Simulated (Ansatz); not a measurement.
# A hypothetical structure for BaTi3Ni

Starting from a made-up structure for BaTi3Ni, the aim is the relaxed cell, its shortest contacts and, where a second run follows, its electronic structure.

Method: DFT, PBE, plane-wave PAW, files of the set soft_1, scalar-relativistic, ferromagnetic start, cell and ions relaxed at zero pressure; PAW set soft_1, in Ansatz 0.2.0.

## 1. The structure

It takes space group I4mm (No. 107, tetragonal). The conventional cell has a = 4.336 Å, b = 4.336 Å, c = 10.248 Å, α = 90.00°, β = 90.00°, γ = 90.00°. Nearest to Ba lie 12 Ti at 3.20 to 3.36 Å and 4 Ni at 3.42 Å. Ni has 5 Ti at 2.41 to 2.44 Å and 4 Ba at 3.42 Å nearest. Ti has 1 Ni at 2.44 Å and 4 Ti at 2.71 Å and 4 Ba at 3.20 Å nearest. Nearest to Ti lie 2 Ni at 2.41 Å and 6 Ti at 2.71 to 3.07 Å and 4 Ba at 3.35 to 3.36 Å. Farther neighbours are not listed.

## 2. Relaxation of the guess

The guess takes its coordinates from another compound and its volume from a rule, so the cell and any free coordinates are relaxed together.

input.yaml

```yaml
crystal:
  lattice:
    - [-2.168, 2.168, 5.124]
    - [2.168, -2.168, 5.124]
    - [2.168, 2.168, -5.124]
  atoms:
    - { symbol: Ba, position: [0.9845, 0.9845, 0.0] }
    - { symbol: Ni, position: [0.6332, 0.6332, 0.0], spin: 1.0 }
    - { symbol: Ti, position: [0.3947, 0.3947, 0.0], spin: 1.0 }
    - { symbol: Ti, position: [0.2353, 0.7353, 0.5], spin: 1.0 }
    - { symbol: Ti, position: [0.7353, 0.2353, 0.5], spin: 1.0 }
magnetization:
  spin_polarized: true
kpoints:
  mp_grid: { grid: [9, 9, 9] }
scf:
  occupations: { method: fermi_dirac, width: 0.05 }
hamiltonian:
  xc: pbe
  pseudopotentials: { kind: paw, azcp: { folder: soft_1 } }
relax:
  f_tol: 0.015
  max_steps: 70
  cell: {}
output:
  forces: true
  stress: true
```

Launch:

```sh
$ ansatz run input.yaml --threads 4 --pin off --max-ram 8192MiB --backend cpu --events-out ev --progress --plain --runs-dir out
```

Numbers of over 12 decimals in the logs are rounded to 6 here.

What it wrote:

```text
Engine: ansatz 0.2.0, aarch64-unknown-linux-gnu
Pseudopotentials: kind: paw
Pseudopotential: Ba, paw, valence charge 10, recommended cutoff 420 eV (normal), soft_1/Ba.paw.azcp
Pseudopotential: Ni, paw, valence charge 18, recommended cutoff 420 eV (normal), soft_1/Ni.paw.azcp
Pseudopotential: Ti, paw, valence charge 12, recommended cutoff 420 eV (normal), soft_1/Ti.paw.azcp
Functional definition: PBE
  parameter kappa = 0.804
  parameter beta = 0.066725
  exchange = pbe_x(kappa = kappa, mu = beta*pi^2/3)
  correlation = pbe_c(beta = beta)
Crystal: 5 atoms, lattice volume = 96.336 Å³
Basis set: ecut = 420 eV, 1865 PW (Γ), exchange–correlation on 80×80×80 points (8 copies of the dense FFT grid, shifted against one another)
Bands: 41, of which v1, the nominal top of the filled ones, is band 32 counted from 1 (31 counted from 0)
Symmetry: 8 space group operations
Space group: I4mm (ITA 107), of the structure as read, at distance tolerance 4.6e-5 Å
Magnetic group: BNS 107.227 (UNI 887), of the structure as read, at distance tolerance 4.6e-5 Å
k-points: 75 of 729 (time reversal used)
Non-local potential: Ba, projectors of the file, l = 0: 3, l = 1: 2, l = 2: 2, l = 3: 2
Non-local potential: Ni, projectors of the file, l = 0: 3, l = 1: 2, l = 2: 3, l = 3: 1
Non-local potential: Ti, projectors of the file, l = 0: 3, l = 1: 2, l = 2: 3, l = 3: 1
PAW form: soft (Blöchl's): semilocal exchange-correlation on the pseudo side does not see the compensation charge
PAW one-centre angular grid: Ba, 194 points (default); XC on 64 Gauss nodes
PAW one-centre angular grid: Ni, 590 points (default); XC on 64 Gauss nodes
PAW one-centre angular grid: Ti, 590 points (default); XC on 64 Gauss nodes
Initial density: superposition of atomic densities (chi_scale 0.1, normalization cell, long waves kept (reshape's long-wave potential 0.00 eV rms))
Starting moments: Σ|m| = 4 μB on 4 of 5 sites
Initial wavefunctions: pseudopotential atomic-orbital guess
Functional: x = pbe(κ = 0.804, μ = 0.219515), c = pbe(β = 0.066725)
SCF iter   1: F=—  HF=-19289.268829 eV  |F-HF|=—  |Δ(HF+E_count)|=         —  Δρ=1.16e-1 (↑1.16e-1 ↓7.40e-2)  dr2=2.97e1  dr2_m=6.23e-1  M=2.771 μB ∫|m|=2.783 μB  β_m=0.30  ethr=3.10e-3  ⟨swp⟩=6.0  Hψ=23186  notcnv=0  defer=1
Mixer restart at iter 1: flushing history
preconditioner: auto → Kerker (q_TF=auto, 2.549 Å⁻¹)  [metal: Δε(μ)=0.003 eV  Ē_g=5.893 eV  σ=0.050 eV  W_gap=0.01  n_scr=32 (ndim 8)  ℏωp=20.7 eV  f_vac=0.000  D(μ)=7.20/eV (n_scr^D=76)]
spin=Collinear: Kerker preconditioning applied to the charge; magnetization (m = ρ↑ − ρ↓) channel mixes plain (no charge-response kernel on spin).
SCF iter   2: F=—  HF=-19284.320588 eV  |F-HF|=—  |Δ(HF+E_count)|=    4.95e0  Δρ=3.90e-2 (↑3.03e-2 ↓3.90e-2)  dr2=2.40e0  dr2_m=3.94e-1  M=2.631 μB ∫|m|=2.641 μB  β_m=0.28  ethr=3.10e-3  ⟨swp⟩=4.0  Hψ=16820  notcnv=0  defer=167
SCF iter   3: F=—  HF=-19284.738558 eV  |F-HF|=—  |Δ(HF+E_count)|=   4.18e-1  Δρ=2.40e-2 (↑2.40e-2 ↓2.04e-2)  dr2=1.10e0  dr2_m=3.11e-1  M=2.513 μB ∫|m|=2.529 μB  β_m=0.55  ethr=3.10e-3  ⟨swp⟩=2.5  Hψ=10433  notcnv=0  defer=132
SCF iter   4: F=—  HF=-19285.939204 eV  |F-HF|=—  |Δ(HF+E_count)|=    1.20e0  Δρ=2.93e-2 (↑7.61e-3 ↓2.93e-2)  dr2=7.88e-1  dr2_m=1.65e-1  M=1.946 μB ∫|m|=2.003 μB  β_m=0.32  ethr=1.72e-3  ⟨swp⟩=3.1  Hψ=9795  notcnv=0  defer=132
SCF iter   5: F=—  HF=-19286.240875 eV  |F-HF|=—  |Δ(HF+E_count)|=   3.02e-1  Δρ=1.07e-2 (↑7.22e-3 ↓1.07e-2)  dr2=6.78e-2  dr2_m=6.54e-2  M=1.638 μB ∫|m|=1.718 μB  β_m=0.63  ethr=1.23e-3  ⟨swp⟩=2.5  Hψ=10299  notcnv=0  defer=119
SCF iter   6: F=—  HF=-19286.326158 eV  |F-HF|=—  |Δ(HF+E_count)|=         —  Δρ=7.84e-3 (↑7.60e-3 ↓7.84e-3)  dr2=7.70e-2  dr2_m=2.30e-2  M=0.879 μB ∫|m|=1.064 μB  β_m=0.63  ethr=1.06e-4  ⟨swp⟩=3.1  Hψ=11427  notcnv=0  defer=123
Mixer restart at iter 6: flushing history
SCF iter   7: F=—  HF=-19286.365128 eV  |F-HF|=—  |Δ(HF+E_count)|=   3.90e-2  Δρ=6.30e-3 (↑6.30e-3 ↓5.39e-3)  dr2=4.59e-2  dr2_m=1.16e-2  M=0.750 μB ∫|m|=0.911 μB  β_m=0.58  ethr=1.06e-4  ⟨swp⟩=2.7  Hψ=13312  notcnv=0  defer=140
SCF iter   8: F=—  HF=-19286.351721 eV  |F-HF|=—  |Δ(HF+E_count)|=   1.34e-2  Δρ=5.89e-3 (↑5.30e-3 ↓5.89e-3)  dr2=6.04e-2  dr2_m=7.75e-3  M=0.695 μB ∫|m|=0.847 μB  β_m=0.29  ethr=7.17e-5  ⟨swp⟩=2.8  Hψ=12669  notcnv=0  defer=144
SCF iter   9: F=—  HF=-19286.354059 eV  |F-HF|=—  |Δ(HF+E_count)|=   2.34e-3  Δρ=2.42e-3 (↑2.42e-3 ↓2.37e-3)  dr2=1.20e-3  dr2_m=4.89e-3  M=0.606 μB ∫|m|=0.738 μB  β_m=0.68  ethr=7.17e-5  ⟨swp⟩=2.1  Hψ=10000  notcnv=0  defer=158
SCF iter  10: F=—  HF=-19286.358816 eV  |F-HF|=—  |Δ(HF+E_count)|=   4.76e-3  Δρ=2.11e-3 (↑2.11e-3 ↓2.11e-3)  dr2=8.54e-3  dr2_m=1.31e-3  M=0.403 μB ∫|m|=0.484 μB  β_m=0.79  ethr=1.87e-6  ⟨swp⟩=2.2  Hψ=12151  notcnv=0  defer=158
SCF iter  11: F=—  HF=-19286.359708 eV  |F-HF|=—  |Δ(HF+E_count)|=   8.92e-4  Δρ=9.50e-4 (↑9.50e-4 ↓7.35e-4)  dr2=9.50e-4  dr2_m=4.05e-4  M=0.253 μB ∫|m|=0.300 μB  β_m=0.76  ethr=1.87e-6  ⟨swp⟩=2.0  Hψ=12318  notcnv=0  defer=160
SCF iter  12: F=—  HF=-19286.360137 eV  |F-HF|=—  |Δ(HF+E_count)|=   4.29e-4  Δρ=5.70e-4 (↑5.12e-4 ↓5.70e-4)  dr2=3.40e-4  dr2_m=1.47e-4  M=0.159 μB ∫|m|=0.188 μB  β_m=0.88  ethr=1.48e-6  ⟨swp⟩=2.9  Hψ=11778  notcnv=0  defer=160
SCF iter  13: F=—  HF=-19286.360459 eV  |F-HF|=—  |Δ(HF+E_count)|=   3.23e-4  Δρ=1.70e-4 (↑1.41e-4 ↓1.70e-4)  dr2=5.37e-5  dr2_m=7.87e-6  M=0.019 μB ∫|m|=0.023 μB  β_m=0.94  ethr=5.31e-7  ⟨swp⟩=2.1  Hψ=10658  notcnv=0  defer=160
SCF iter  14: F=—  HF=-19286.360467 eV  |F-HF|=—  |Δ(HF+E_count)|=   7.91e-6  Δρ=1.04e-4 (↑1.04e-4 ↓6.95e-5)  dr2=1.72e-5  dr2_m=2.03e-6  M=-0.015 μB ∫|m|=0.020 μB  β_m=0.97  ethr=8.39e-8  ⟨swp⟩=2.0  Hψ=10273  notcnv=0  defer=160
SCF iter  15: F=—  HF=-19286.360474 eV  |F-HF|=—  |Δ(HF+E_count)|=   6.74e-6  Δρ=4.15e-5 (↑4.15e-5 ↓2.12e-5)  dr2=1.41e-6  dr2_m=4.88e-7  M=-0.007 μB ∫|m|=0.010 μB  β_m=0.97  ethr=2.69e-8  ⟨swp⟩=2.0  Hψ=8075  notcnv=0  defer=160
SCF iter  16: F=—  HF=-19286.360475 eV  |F-HF|=—  |Δ(HF+E_count)|=   1.03e-6  Δρ=3.41e-5 (↑1.85e-5 ↓3.41e-5)  dr2=1.56e-6  dr2_m=1.71e-7  M=-0.005 μB ∫|m|=0.006 μB  β_m=0.97  ethr=2.21e-9  ⟨swp⟩=2.0  Hψ=11217  notcnv=0  defer=160
SCF iter  17: F=—  HF=-19286.360475 eV  |F-HF|=—  |Δ(HF+E_count)|=   2.24e-7  Δρ=1.84e-5 (↑1.01e-5 ↓1.84e-5)  dr2=5.71e-7  dr2_m=4.03e-8  M=-0.002 μB ∫|m|=0.003 μB  β_m=0.99  ethr=2.21e-9  ⟨swp⟩=2.0  Hψ=8030  notcnv=0  defer=160
[...]
relax step   8: F+E_penalty+E_count = -19286.86466130 eV  Δ(F+E_penalty+E_count) = -1.400e-4 eV  max|allowed force component| = 3.788e-3 eV/Å  Δτ_max = 0.0022 Å  P = -0.002 GPa  Ω = 107.387 Å³  energy of the carried Pulay correction = -3.031e-3 eV  (10 SCF iters, dr2 threshold 1.63e-7 eV, accepted)
relax step   9: F+E_penalty+E_count = -19286.87900164 eV  Δ(F+E_penalty+E_count) = -1.434e-2 eV  max|allowed force component| = 5.654e-3 eV/Å  Δτ_max = 0.0000 Å  P = +0.245 GPa  Ω = 107.387 Å³  stress off target by 6.46e-1 GPa  SCF on the basis re-selected at this cell (its energy is not comparable with the rows above)  (14 SCF iters)
relax step  10: F+E_penalty+E_count = -19286.88199146 eV  Δ(F+E_penalty+E_count) = -2.990e-3 eV  max|allowed force component| = 1.154e-2 eV/Å  Δτ_max = 0.0104 Å  P = +0.088 GPa  Ω = 107.661 Å³  energy of the carried Pulay correction = -5.938e-5 eV  (9 SCF iters, dr2 threshold 5.00e-7 eV, accepted)
relax step  11: F+E_penalty+E_count = -19286.88238437 eV  Δ(F+E_penalty+E_count) = -3.929e-4 eV  max|allowed force component| = 1.074e-2 eV/Å  Δτ_max = 0.0048 Å  P = +0.006 GPa  Ω = 107.829 Å³  energy of the carried Pulay correction = -9.651e-5 eV  (10 SCF iters, dr2 threshold 1.32e-7 eV, accepted)
iter 1 solved again at ethr=8.84e-7 eV; its pass at ethr=3.10e-3 eV (dr2=5.66e-4 eV) is discarded
SCF iter   1: F=—  HF=-19286.882238 eV  |F-HF|=—  |Δ(HF+E_count)|=         —  Δρ=1.03e-4 (↑1.03e-4 ↓1.03e-4)  dr2=1.01e-6  dr2_m=8.99e-11  M=-0.000 μB ∫|m|=0.000 μB  β_m=0.65  ethr=8.84e-7  ⟨swp⟩=2.9  Hψ=36478  notcnv=0
eigensolver tolerance schedule: the retry pair's looser diagonalisation over-reported the residual by 559.25 of it (diagonalisation noise at 0.19 of the residual, at the tolerance the schedule requests for it); recorded, not acted on — ethr = c·dr2/N_el stays at c = 1.0e-1
preconditioner: auto → Kerker (q_TF=auto, 1.964 Å⁻¹)  [metal: Δε(μ)=0.006 eV  Ē_g=5.081 eV  σ=0.050 eV  W_gap=0.03  n_scr=10 (ndim 8)  ℏωp=19.6 eV  f_vac=0.000  D(μ)=5.31/eV (n_scr^D=44)]
spin=Collinear: Kerker preconditioning applied to the charge; magnetization (m = ρ↑ − ρ↓) channel mixes plain (no charge-response kernel on spin).
SCF iter   2: F=—  HF=-19286.882423 eV  |F-HF|=—  |Δ(HF+E_count)|=   1.85e-4  Δρ=3.67e-5 (↑3.67e-5 ↓3.67e-5)  dr2=1.26e-7  dr2_m=5.78e-11  M=-0.000 μB ∫|m|=0.000 μB  β_m=0.65  ethr=1.58e-9  ⟨swp⟩=2.6  Hψ=11194  notcnv=0
SCF iter   3: F=—  HF=-19286.882450 eV  |F-HF|=—  |Δ(HF+E_count)|=   2.67e-5  Δρ=1.25e-6 (↑1.25e-6 ↓1.24e-6)  dr2=2.82e-9  dr2_m=2.74e-11  M=-0.000 μB ∫|m|=0.000 μB  β_m=0.61  ethr=1.97e-10  ⟨swp⟩=1.6  Hψ=6596  notcnv=0
SCF iter   4: F=—  HF=-19286.882452 eV  |F-HF|=—  |Δ(HF+E_count)|=   2.39e-6  Δρ=9.11e-7 (↑8.62e-7 ↓9.11e-7)  dr2=2.01e-9  dr2_m=2.10e-11  M=-0.000 μB ∫|m|=0.000 μB  β_m=0.57  ethr=4.40e-12  ⟨swp⟩=2.0  Hψ=11132  notcnv=0
SCF iter   5: F=—  HF=-19286.882452 eV  |F-HF|=—  |Δ(HF+E_count)|=   1.40e-9  Δρ=4.73e-7 (↑4.33e-7 ↓4.73e-7)  dr2=6.23e-10  dr2_m=1.39e-11  M=-0.000 μB ∫|m|=0.000 μB  β_m=0.78  ethr=3.14e-12  ⟨swp⟩=2.0  Hψ=7551  notcnv=0
SCF iter   6: F=—  HF=-19286.882452 eV  |F-HF|=—  |Δ(HF+E_count)|=  4.80e-10  Δρ=1.34e-7 (↑1.31e-7 ↓1.34e-7)  dr2=5.31e-11  dr2_m=3.56e-12  M=-0.000 μB ∫|m|=0.000 μB  β_m=0.84  ethr=1.00e-12  ⟨swp⟩=2.0  Hψ=8040  notcnv=0
SCF iter   7: F=—  HF=-19286.882452 eV  |F-HF|=—  |Δ(HF+E_count)|=  1.46e-11  Δρ=6.72e-8 (↑6.72e-8 ↓5.29e-8)  dr2=5.56e-12  dr2_m=2.21e-12  M=-0.000 μB ∫|m|=0.000 μB  β_m=0.92  ethr=1.00e-12  ⟨swp⟩=2.0  Hψ=7226  notcnv=0
SCF iter   8: F=—  HF=-19286.882452 eV  |F-HF|=—  |Δ(HF+E_count)|=  7.28e-12  Δρ=1.05e-7 (↑1.05e-7 ↓9.11e-8)  dr2=5.46e-11  dr2_m=4.05e-13  M=-0.000 μB ∫|m|=0.000 μB  β_m=0.96  ethr=1.00e-12  ⟨swp⟩=1.0  Hψ=6150  notcnv=0
SCF iter   9: F=-19286.882452 eV  HF=-19286.882452 eV  |F-HF|=7.28e-12  |Δ(HF+E_count)|=    0.00e0  Δρ=2.48e-8 (↑2.41e-8 ↓2.48e-8)  dr2=3.08e-12  dr2_m=8.06e-14  M=-0.000 μB ∫|m|=0.000 μB  ethr=1.00e-12  ⟨swp⟩=2.0  Hψ=14615  notcnv=0
the starting moments were not kept: the SCF closed with an absolute magnetisation of 3.4e-6 μB, where they sum to 4 μB in size (4 sites). That is at most 0.1 of that sum. Measured as dr2_m measures the in/out step, that magnetisation stands 1.7e-12 eV from none, at or under the dr2_threshold of 5.0e-11 eV: it is no larger than a step whose dr2_m would equal this threshold.
SCF 12 converged in 9 iterations: F = -19286.882452 eV  dr2 = 3.08e-12
relax step  12: F+E_penalty+E_count = -19286.88245211 eV  Δ(F+E_penalty+E_count) = -6.773e-5 eV  max|allowed force component| = 1.073e-2 eV/Å  Δτ_max = 0.0000 Å  P = +0.004 GPa  Ω = 107.829 Å³  stress off target by 1.17e-2 GPa  SCF on the basis re-selected at this cell (its energy is not comparable with the rows above)  (9 SCF iters)
basis re-selected at this cell: Δ(F+E_penalty+E_count) = -6.773e-5 eV, ΔP = -0.002 GPa vs the last step (what re-selecting the basis moved, of the pressure what is left beyond the Pulay correction that the steps carried, after the strain that the cell walked since its last selection, with what the two solves' SCF thresholds leave and, on support functions, any second-order correction that the steps lacked; it is no m [...]
SCF converged after 9 iterations
Magnetization: -0.0000 μB (32.0000 up, 32.0000 down)
Absolute magnetization: 0.0000 μB (∫|ρ↑−ρ↓|, with the PAW one-centre terms)
Spin contamination: 0.0000 ħ² per cell (⟨S²⟩ above its minimum at these occupations)
Per-site moments (μB) at R_I (Å): [(3.476500716869505e-8, 1.347492), (2.568737061952292e-8, 1.051355), (-1.6308948013100634e-6, 1.133182), (1.2335683208697023e-7, 1.051355), (1.2335683214271987e-7, 1.051355)]
Free energy (F): -19286.882452 eV
Harris-Foulkes:  -19286.882452 eV  (|F-HF|=7.28e-12)
Internal energy: -19286.835166 eV  (E = F + TS)
E sigma→0 (E₀):  -19286.858809 eV
Entropy (-TS):   -0.047286 eV (-9.457 meV/atom)
Fermi energy:    11.512305 eV
--- Per-component energies (eV) ---
  E_band       = -950.865758
  E_kinetic    = 1346.344006
  E_local      = -7836.302623  (includes V_loc(G=0)·N_el)
  E_nonlocal   = 160.876546
  E_hartree    = 3628.570761
  E_xc         = -657.669978
  E_vxc        = -707.721961  (∫ρ·V_xc dr)
  E_paw        = -9983.097804  (= ΣΔE_a)
  E_vpaw       = -1171.203929  (= ΣTr[D̂ρ^β])
  E_aug_tail   = 0.000711  (compensation charges beyond the density's cutoff)
  E_ewald      = -5945.556786
  E_smearing   = -0.047286  (= −TS)
  E_closure    = 0.000000  (closes the sum)
  Σ components = -19286.882452   (vs F -19286.882452, Δ=0.00e0)
--- Forces (eV/Å), atoms counted from 1 ---
  atom   1  Ba    -0.00000000     0.00000000     0.00082527
  atom   2  Ni    -0.00000000     0.00000000    -0.00274508
  atom   3  Ti     0.00000000    -0.00000000    -0.01073278
  atom   4  Ti    -0.00000000     0.00000000     0.00632648
  atom   5  Ti     0.00000000     0.00000000     0.00632648
  max |Σ_I F_I| component: 3.59e-7 eV/Å
--- Stress (GPa, compression-positive) ---
        0.011747       0.000000       0.000000
        0.000000       0.011747       0.000000
        0.000000       0.000000      -0.011238
  P = ⅓ Tr σ = 0.0041 GPa (0.041 kbar)
--- Relaxed structure (10 steps of the walk, 10 accepted, 2 SCFs on fresh bases) ---
  F+E_penalty+E_count = -19286.88245211 eV   max|allowed force component| = 1.073e-2 eV/Å   (the final SCF, on the basis selected at the relaxed cell)
  cell:  # Å, volume = 107.8294 Å³
    - [-2.128754, 2.128754, 5.948752]
    - [2.128754, -2.128754, 5.948752]
    - [2.128754, 2.128754, -5.948752]
  atoms:
    - { symbol: Ba, position: [0.996200, 0.996200, 0] }
    - { symbol: Ni, position: [0.620521, 0.620521, 0] }
    - { symbol: Ti, position: [0.389624, 0.389624, 0] }
    - { symbol: Ti, position: [0.238328, 0.738328, 0.5] }
    - { symbol: Ti, position: [0.738328, 0.238328, 0.5] }
```

Run time: 5.3 min. Hardware: 4 threads of Arm Neoverse V2, shared host; peak memory 0.89 GiB.

Step by step:

```
step  energy less that of the first step (eV)  largest force component (eV/Å)  pressure (GPa)  volume (Å³)
   1                                   0.0000                          0.5316            9.66        96.34
   2                                  -0.3626                          0.2721            1.81       105.48
   3                                  -0.4237                          0.2926            0.27       107.61
   4                                  -0.4907                          0.1778           -0.82       108.75
   5                                  -0.5005                          0.0913           -0.44       108.37
   6                                  -0.5037                          0.0348           -0.15       107.54
   7                                  -0.5040                          0.0087            0.18       107.12
   8                                  -0.5042                          0.0038            0.00       107.39
  9*                                  -0.5185                          0.0057            0.24       107.39
  10                                  -0.5215                          0.0115            0.09       107.66
  11                                  -0.5219                          0.0107            0.01       107.83
 12*                                  -0.5220                          0.0107            0.00       107.83
```

Relaxation steps marked * repeat the geometry before them on a plane-wave basis chosen anew for their cell, so energy and pressure can jump there.

The run keeps the 8 symmetry operations that it works with, so distortions that break them were not tested.

```
     cell as run  before   after   change
           a (Å)   5.971   6.667  +11.7 %
           b (Å)   5.971   6.667  +11.7 %
           c (Å)   5.971   6.667  +11.7 %
           α (°)  137.42  142.76   +3.9 %
           β (°)  137.42  142.76   +3.9 %
           γ (°)   61.79   53.69  -13.1 %
volume (Å³/atom)   19.27   21.57  +11.9 %
```

The atoms that moved most (Å, as changes of fractional coordinates times the final cell):

```
atom     dx     dy      dz  length
 Ni2  0.000  0.000  -0.151   0.151
 Ba1  0.000  0.000   0.139   0.139
 Ti3  0.000  0.000  -0.060   0.060
 Ti4  0.000  0.000   0.036   0.036
 Ti5  0.000  0.000   0.036   0.036
```

Final coordinates:

```cif
data_structure
_symmetry_space_group_name_H-M 'P 1'
_symmetry_Int_Tables_number 1
_cell_length_a 6.6671
_cell_length_b 6.6671
_cell_length_c 6.6671
_cell_angle_alpha 142.760
_cell_angle_beta 142.760
_cell_angle_gamma 53.686
_cell_volume 107.83
loop_
_atom_site_label
_atom_site_type_symbol
_atom_site_fract_x
_atom_site_fract_y
_atom_site_fract_z
_atom_site_occupancy
Ba1 Ba 0.99620 0.99620 0.00000 1
Ni2 Ni 0.62052 0.62052 0.00000 1
Ti3 Ti 0.38962 0.38962 0.00000 1
Ti4 Ti 0.23833 0.73833 0.50000 1
Ti5 Ti 0.73833 0.23833 0.50000 1
```

Numbers from this step:

```
free energy             : -19286.8825 eV
energy at zero smearing : -19286.8588 eV
smearing term TS        : 0.04729 eV
Fermi energy            : 11.51 eV
electrons               : 64
symmetry operations     : 8
pressure                : 0.004085 GPa
```

The shortest distance of each pair, which need not be the same contact before and after:

```
 pair  guess (Å)  relaxed (Å)
Ni–Ti      2.407        2.549
Ti–Ti      2.715        2.788
Ba–Ti      3.201        3.267
Ba–Ni      3.424        3.354
Ba–Ba      4.336        4.258
```

The relaxation ends with a largest force component of 0.011 eV/Å and a pressure of 0.00 GPa. No moment survives the cycle: this start ends non-magnetic.

## 3. Outcome

| Quantity | Value |
| --- | --- |
| space group, relaxed | I4mm |
| conventional cell | a = 4.258, b = 4.258, c = 11.898 Å; α = 90.0°, β = 90.0°, γ = 90.0° |
| volume per atom | 21.57 Å³ (guess 19.27) |
| total moment | 0.00 μB in the cell of 5 atoms |

**Reading.** BaTi3Ni relaxes to I4mm with a = 4.258, b = 4.258 and c = 11.898 Å. The guessed volume was 11 % too small. The space group I4mm was held in the relaxation, so the end point is a stationary structure within it and may be a saddle against distortions or other arrangements. The moments died out from this one start and weren't seeded again at the relaxed cell. Mesh and cutoff weren't tested. A vector of the cell changed its length by 12 %, more than the volume shows. Spin-orbit coupling is left out, which can matter for elements this heavy. No dispersion term is used, so weakly bound directions may come out too long. Nothing here tests whether the compound is stable against decomposition.

[Logs are printed without paths, hosts, clocks, repeated set-up lines and the standing remarks that a program may print on its own settings, such as how far it seeks lower states.]

[Hosts, paths, dates, database ids (printed as entryN), source tags and the programs' standing remarks are cut or masked in the printed files.]
